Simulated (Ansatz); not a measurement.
**h-BP hexagonal flake, H-capped, Sb on P sites (60 atoms): geometry optimisation**

Aim: bring h-BP hexagonal flake, H-capped, Sb on P sites (60 atoms) to a nearby minimum of the energy and see what moves.

Method: Kohn-Sham DFT, PBE, PAW (set soft_2), plane waves, in Ansatz 0.2.0.

### Step 1. Starting point

The cell holds 60 atoms: 15 P, 21 B, 6 Sb and 18 H. Cell: a = 27.436 Å, b = 25.300 Å, c = 10.000 Å, α = 90.0°, β = 90.0°, γ = 90.0°. It derives from BP (h-BP). h-BP (a = 3.21 Å), rectangular cell with x along the armchair direction; hexagon of inner radius 7.5 Å, edges capped with H, 10 Å of vacuum, 6 of 21 P replaced by Sb at random; not relaxed, displaced by a Gaussian of 0.02 Å. Regions: sheet, 42 atoms (15 P, 21 B and 6 Sb); hydrogen, 18 atoms (18 H). Vacuum lies along a, b and c.

Before any run, some limits are plain. Spin–orbit coupling is left out, which matters for the levels of the heavy elements.

### Step 2. Single point at the start

A single point comes first, to see the forces before anything moves.

File input.yaml:

```yaml
crystal:
  lattice:
    - [27.43635, 0.0, 0.0]
    - [0.0, 25.29951, 0.0]
    - [0.0, 0.0, 10.0]
  atoms:
    - { symbol: P, position: [0.26018, 0.4359, 0.5002] }
    - { symbol: B, position: [0.22412, 0.50008, 0.49982] }
    - { symbol: P, position: [0.25983, 0.56509, 0.5007] }
    - { symbol: B, position: [0.32683, 0.31102, 0.49958] }
    [... 50 atom lines left out ...]
    - { symbol: H, position: [0.71732, 0.69067, 0.4994] }
    - { symbol: H, position: [0.53803, 0.80356, 0.50208] }
    - { symbol: H, position: [0.65261, 0.79424, 0.50021] }
    - { symbol: H, position: [0.75359, 0.39641, 0.49973] }
    - { symbol: H, position: [0.75296, 0.60486, 0.49804] }
    - { symbol: H, position: [0.81726, 0.50011, 0.50249] }
magnetization:
  spin_polarized: true
kpoints:
  mp_grid: { grid: [1, 1, 1] }
hamiltonian:
  xc: pbe
scf:
  occupations: { method: fermi_dirac, width: 0.05 }
  lower_state_search: "off"
output:
  forces: true
  populations: true
  dos:
    method: { smearing: { sigma: 0.1 } }
    de: 0.1
    projected:
      site_lists:
        B: [B]
        H: [H]
        P: [P]
        Sb: [Sb]
        sheet: [0, 1, 2, 3, 4, 5, 6, 7, 8, 9, 10, 11, 12, 13, 14, 15, 16, 17, 18, 19, 20, 21, 22, 23, 24, 25, 26, 27, 28, 29, 30, 31, 32, 33, 34, 35, 36, 37, 38, 39, 40, 41]
        hydrogen: [42, 43, 44, 45, 46, 47, 48, 49, 50, 51, 52, 53, 54, 55, 56, 57, 58, 59]
  eigenvalues: true
```

The run is started by

```bash
> ansatz run input.yaml --threads 4 --pin off --max-ram 8192MiB --backend cpu --events-out ev --progress --plain --runs-dir out
```

It took 2.9 min on 4 threads of Arm Neoverse V2, shared host; peak memory 6.3 GiB.

The program notes that starting moments were not kept and it cut back its work space to fit the memory limit.

The run gave:

* free energy: -53772.6084 eV
* free energy per atom: -896.2101 eV/atom
* SCF cycles: 19
* r.m.s. force component: 2.161 eV/Å
* longest force: 12.11 eV/Å
* Fermi energy: -3.007 eV
* gap (highest filled to lowest empty level): 1.575 eV
* spilling of the projection: 0.01131

The r.m.s. force component of 2.2 eV/Å sets the starting point.

Length of the force by element:

```tsv
element	coordination	atoms	mean length of the force (eV/Å)	spread	least	most
B	all	21	4.33	3.56	0.401	12.1
H	all	18	1.32	2.21	0.121	8.10
P	all	15	1.35	0.517	0.745	2.61
Sb	all	6	2.02	1.02	1.07	4.17
```

### Step 3. Relaxation

The atoms are relaxed in the fixed cell, aiming at the force tolerance of the input.

input.yaml, the sections that differ from step 2:

```yaml
output:
  forces: true
relax:
  f_tol: 0.05
  max_steps: 76
# crystal, magnetization, kpoints, hamiltonian, scf: as in step 2
```

Run time: 18 min. Hardware: 4 threads; peak memory 6.2 GiB; 69 min of CPU time.

The steps of the relaxation:

```tsv
step	energy less that of the first step (eV)	largest force component (eV/Å)
1	0.0000	10.5500
2	-9.9253	4.0988
3	-14.2040	1.1296
4	-15.7365	0.5236
5	-16.5833	0.2306
6	-16.9233	0.2934
7	-17.0458	0.4004
8	-17.1299	0.4459
9	-17.2081	0.3479
10	-17.2504	0.6105
11	-17.3429	0.3866
12	-17.4089	0.1086
13	-17.4696	0.1571
14	-17.5004	0.2476
15	-17.5035	0.2574
16	-17.5409	0.1999
17	-17.5559	0.1105
18	-17.5622	0.1102
19	-17.5654	0.1729
20	-17.5677	0.1003
21	-17.5701	0.0114
22	-17.5701	0.0114
```

The atoms that moved most (Å):

```tsv
atom	dx	dy	dz	length
Sb35	0.057	0.008	1.099	1.101
Sb9	-0.391	-0.171	0.965	1.055
Sb7	0.037	-0.324	0.986	1.039
H47	-0.120	-0.307	-0.954	1.009
Sb38	0.116	0.512	0.737	0.905
Sb5	-0.348	-0.611	0.385	0.802
H54	-0.009	0.225	-0.750	0.783
Sb31	-0.058	0.030	-0.754	0.757
```

The relaxation changed the energy by -293 meV/atom, and atoms moved by 0.51 Å r.m.s., 1.1 Å at most.

### Step 4. Distances and neighbours after relaxation

Bonds before and after, by the cutoffs listed below:

```tsv
pair	bonds before	bonds after	mean before (Å)	mean after (Å)	spread before (Å)	spread after (Å)
B-H	9	9	1.194	1.196	0.022	0.002
B-P	38	38	1.856	1.854	0.031	0.021
B-Sb	16	16	1.855	2.187	0.033	0.015
H-P	7	7	1.428	1.412	0.034	0.002
H-Sb	2	2	1.416	1.715	0.016	0.001
```

Normalised to the volume that the atoms fill. g(r), total and by pair (bins of 0.2 Å):

```tsv
r (Å)	total	B-B	B-H	B-P	B-Sb	H-H	H-P
1.10	2.07	0.00	9.85	0.00	0.00	0.00	0.00
1.30	0.00	0.00	0.00	0.00	0.00	0.00	0.00
1.50	1.09	0.00	0.00	0.00	0.00	0.00	7.30
1.70	0.21	0.00	0.00	0.00	0.00	0.00	0.00
1.90	3.51	0.00	0.00	20.04	0.00	0.00	0.00
2.10	0.88	0.00	0.00	0.00	12.45	0.00	0.00
2.30	0.31	0.00	0.00	0.00	2.75	1.28	0.00
2.50	0.00	0.00	0.00	0.00	0.00	0.00	0.00
2.70	1.25	0.00	2.79	0.00	0.00	0.92	3.88
2.90	0.29	0.00	0.00	0.00	0.00	1.21	0.00
3.10	0.98	1.55	0.96	0.00	0.00	2.92	0.00
3.30	1.34	6.17	0.27	0.00	0.00	0.33	0.77
3.50	0.91	1.67	0.38	0.28	0.00	0.60	0.36
3.70	0.86	1.19	0.55	2.24	0.32	0.00	0.16
3.90	0.35	0.00	0.00	1.18	1.48	0.00	0.28
4.10	0.10	0.00	0.00	0.22	0.84	0.00	0.00
4.30	0.41	0.00	1.06	0.10	1.01	0.00	0.67
4.50	0.11	0.00	0.07	0.00	0.00	0.00	0.65
4.70	0.09	0.00	0.28	0.00	0.00	0.00	0.10
4.90	0.58	0.00	0.31	2.19	0.00	0.00	0.70
5.10	0.32	0.00	0.23	0.57	1.71	0.00	0.08
5.30	0.37	0.00	0.27	0.85	1.14	0.50	0.23
5.50	0.32	0.59	0.15	0.00	0.45	0.48	0.14
5.70	0.42	1.21	0.19	0.00	0.28	0.54	0.00
5.90	0.29	0.90	0.26	0.00	0.00	0.30	0.31
6.10	0.15	0.07	0.20	0.00	0.00	0.00	0.17
6.30	0.19	0.26	0.27	0.00	0.00	0.17	0.27
6.50	0.26	0.61	0.21	0.09	0.00	0.00	0.30
```

Bonds by pair of elements; cutoffs follow the first minimum of g(r), held within bounds set by covalent radii, and pairs that aren't listed don't count as bonded (cutoffs were set anew for this text, so counts can differ from the run's own analysis):

```tsv
pair A-B	cutoff (Å)	bonds	mean length (Å)	spread (Å)	shortest (Å)	B about A	A about B
B-H	1.44	9	1.20	0.002	1.19	0.429	0.5
B-P	2.27	38	1.85	0.021	1.82	1.81	2.53
B-Sb	2.62	16	2.19	0.015	2.16	0.762	2.67
H-P	1.73	7	1.41	0.002	1.41	0.389	0.467
H-Sb	2.12	2	1.72	0.001	1.71	0.111	0.333
```

How many atoms have how many bonded neighbours:

```tsv
element	mean	1	3
B	3	0	21
H	1	18	0
P	3	0	15
Sb	3	0	6
```

Bond angles, per cent of each kind in bins of 5°:

```tsv
angle (°)	B-P-B	P-B-P	P-B-Sb	B-Sb-B	B-P-H
100–105	0.0	0.0	0.0	14.3	0.0
105–110	0.0	0.0	0.0	35.7	0.0
110–115	0.0	8.7	5.9	50.0	42.9
115–120	45.2	52.2	41.2	0.0	57.1
120–125	48.4	30.4	47.1	0.0	0.0
125–130	6.5	8.7	5.9	0.0	0.0
```

Bond angles (no mean is given where the spread exceeds 20°):

```tsv
angle	count	mean (°)	spread (°)
B-P-B	31	121	2.5
P-B-P	23	120	3.3
P-B-Sb	17	120	2.9
B-Sb-B	14	109	2.9
B-P-H	14	116	1.5
```

Counting bonds as in the table, all B atoms have 3, all H atoms have 1, all P atoms have 3 and all Sb atoms have 3 bonded neighbours. The B-P-B angle averages 121° with a spread of 2°.

### Step 5. Single point at the relaxed geometry

The electronic structure is read at the final geometry, in a run of its own.

File input.yaml:

```yaml
crystal:
  lattice:
    - [27.43635, 0.0, 0.0]
    - [0.0, 25.29951, 0.0]
    - [0.0, 0.0, 10.0]
  atoms:
    - { symbol: P, position: [0.25177, 0.44567, 0.47322] }
    - { symbol: B, position: [0.21937, 0.50911, 0.46644] }
    - { symbol: P, position: [0.25898, 0.56677, 0.44298] }
    - { symbol: B, position: [0.31385, 0.29829, 0.50705] }
    [... 50 atom lines left out ...]
    - { symbol: H, position: [0.71432, 0.69029, 0.43185] }
    - { symbol: H, position: [0.54289, 0.81432, 0.45285] }
    - { symbol: H, position: [0.66078, 0.79272, 0.43723] }
    - { symbol: H, position: [0.75867, 0.39393, 0.50136] }
    - { symbol: H, position: [0.76308, 0.60227, 0.52525] }
    - { symbol: H, position: [0.81917, 0.49602, 0.52338] }
magnetization:
  spin_polarized: true
kpoints:
  mp_grid: { grid: [1, 1, 1] }
hamiltonian:
  xc: pbe
scf:
  occupations: { method: fermi_dirac, width: 0.05 }
  lower_state_search: "off"
output:
  forces: true
  populations: true
  dos:
    method: { smearing: { sigma: 0.08 } }
    de: 0.1
    projected:
      site_lists:
        B: [B]
        H: [H]
        P: [P]
        Sb: [Sb]
        sheet: [0, 1, 2, 3, 4, 5, 6, 7, 8, 9, 10, 11, 12, 13, 14, 15, 16, 17, 18, 19, 20, 21, 22, 23, 24, 25, 26, 27, 28, 29, 30, 31, 32, 33, 34, 35, 36, 37, 38, 39, 40, 41]
        hydrogen: [42, 43, 44, 45, 46, 47, 48, 49, 50, 51, 52, 53, 54, 55, 56, 57, 58, 59]
  eigenvalues: true
  write_density: true
  write_potential: true
  volumetric_format: npy
```

The job ended after 2.4 min (4 threads; peak memory 6.3 GiB; 9.3 min of CPU time).

The program notes that the exchange-correlation potential is rough where the density is thin.

Numbers from this run:

```
free energy                                      : -53790.1785 eV
free energy per atom                             : -896.5030 eV/atom
SCF cycles                                       : 18
r.m.s. force component                           : 0.00377 eV/Å
longest force                                    : 0.0157 eV/Å
Fermi energy                                     : -3.264 eV
gap (highest filled to lowest empty level) : 1.509 eV
spilling of the projection                       : 0.01065
```

Löwdin charges by element (they lack the spilled electrons, 0.044 e an atom on average):

```tsv
element	coordination	atoms	mean charge (e)	spread	least	most
B	all	21	-0.531	0.0628	-0.640	-0.449
H	all	18	0.0587	0.0509	-0.0671	0.109
P	all	15	0.577	0.0585	0.496	0.640
Sb	all	6	0.675	0.0744	0.552	0.735
```

By region:

```tsv
region	atoms	mean length of the force (eV/Å)
sheet	42	0.006
hydrogen	18	0.004
```

Density of states as counts of states in windows of 1 eV (from the Fermi level), total and the larger projections:

```tsv
from (eV)	to (eV)	total up	total down	sheet	B p	P p	Sb p	H s
-10	-9	3.2	3.2	6.0	1.3	0.3	0.1	0.4
-9	-8	4.1	4.1	7.1	0.7	3.3	0.1	0.8
-8	-7	8.0	8.0	13.3	1.7	5.4	0.9	2.3
-7	-6	6.0	6.0	9.4	2.4	3.8	0.6	2.3
-6	-5	6.6	6.6	10.5	4.7	3.3	0.7	2.5
-5	-4	11.0	11.0	18.7	8.6	7.3	1.6	3.1
-4	-3	12.8	12.8	22.8	11.3	8.3	2.5	2.4
-3	-2	11.2	11.2	21.4	9.6	7.0	4.3	0.8
-2	-1	10.1	10.1	19.8	6.6	7.7	4.8	0.2
-1	0	2.2	2.2	4.4	0.8	1.8	1.6	0.0
0	1	2.6	2.6	5.0	4.3	0.2	0.3	0.0
1	2	8.2	8.2	15.1	10.9	2.5	1.0	0.2
2	3	7.5	7.5	12.2	6.1	3.2	0.7	1.1
3	4	16.2	16.2	17.4	5.1	3.3	3.1	3.3
```

The curve was stored every 0.100 eV, coarse against its broadening of 0.08 eV, so these counts are rough.

Between -26 and -10 eV lie 36 more states.

The stored curve holds about 186 of the 246 electrons; the rest, give or take the few that broadening carries across the Fermi level, lie in deeper levels below its range.

The levels nearest the highest filled one (over half full), pooled over k-points and spins:

```tsv
level less the highest filled one (eV)	occupation
-0.257	1
-0.257	1
-0.134	1
-0.134	1
0	1
0	1
1.51	0
1.51	0
1.60	0
1.60	0
1.76	0
1.76	0
```

Mean Löwdin charges: B -0.53, H +0.06, P +0.58, Sb +0.67 e (they miss 1.1 % of the electrons, so they add up to more than the cell's charge). The largest share in the top eV of filled states is P p (41 % of the projected weight), and in the lowest eV of empty states B p (77 % of the projected weight).

### Step 6. Results

* energy change in the relaxation: -292.8 meV/atom
* r.m.s. displacement: 0.509 Å
* largest displacement: 1.101 Å
* free energy per atom: -896.5030 eV/atom
* r.m.s. force component: 0.00377 eV/Å
* gap (highest filled to lowest empty level): 1.509 eV
* wall time of the 3 DFT runs: 23 min

What this shows: Relaxation lowers the energy by 293 meV/atom and moves atoms by 0.51 Å r.m.s.; the r.m.s. force component goes from 2.2 to 0.0038 eV/Å, and the gap from 1.57 to 1.51 eV. By the final cutoffs no bond was broken or made. From the first step to the last the energy fell by 17.570 eV, and the largest move was 1.10 Å (Sb35). The B-Sb bonds go from 1.855 Å (spread 0.033) to 2.187 Å (spread 0.015). Counting bonds as in the table, all B atoms have 3, all H atoms have 1, all P atoms have 3 and all Sb atoms have 3 bonded neighbours. Between filled and empty levels lie 1.51 eV (at Γ alone); a semilocal functional tends to put such gaps too low.

**Limits.** In the spin-polarised runs the search for a state of lower energy was switched off. The run was spin polarised, started with 2 parallel moments, ending at 0.0 μB in the cell; the starting moments vanished.

[Logs are printed without paths, hosts, clocks, repeated set-up lines and the standing remarks that a program may print on its own settings, such as how far it seeks lower states.]

[Hosts, paths, dates, database ids (printed as entryN), source tags and the programs' standing remarks are cut or masked in the printed files.]
